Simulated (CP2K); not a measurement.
The O K edge of methoxyallene was computed by TDDFT (CP2K XAS_TDP, aug-cc-pVDZ, TDA) at these levels: PBE, PBEh(45%) and PBEh(45%) + GW2X. The first three lines of O4 (bonded to 2 C) with a strength over 0.0015, energy in eV and strength:

```tsv
run	first	second	third
1	535.61 (0.014)	536.46 (0.012)	536.97 (0.011)
2	510.53 (0.003)	511.58 (0.005)	512.37 (0.002)
3	530.97 (0.014)	531.82 (0.012)	532.33 (0.011)
```

Question: Which run is which?

Run 1: PBEh(45%) + GW2X (45 % exact exchange). Run 2: PBE (0 % exact exchange). Run 3: PBEh(45%) (45 % exact exchange). Self-interaction lifts the core level, so the uncorrected lines rise with the share of exact exchange. The GW2X run keeps the spacings of its parent: 0.85 eV between the first two lines in run 1, 0.85 eV in run 3. Its shift is +4.64 eV, since the Kohn–Sham level at this share of exchange lies that far above the quasiparticle level.

[Banner, clock and machine lines of the logs are left out without a mark of their own.]

[Logs are printed without paths, hosts, clocks, repeated set-up lines and the standing remarks that a program may print on its own settings, such as how far it seeks lower states.]

[Hosts, paths, dates, database ids (printed as entryN), source tags and the programs' standing remarks are cut or masked in the printed files.]
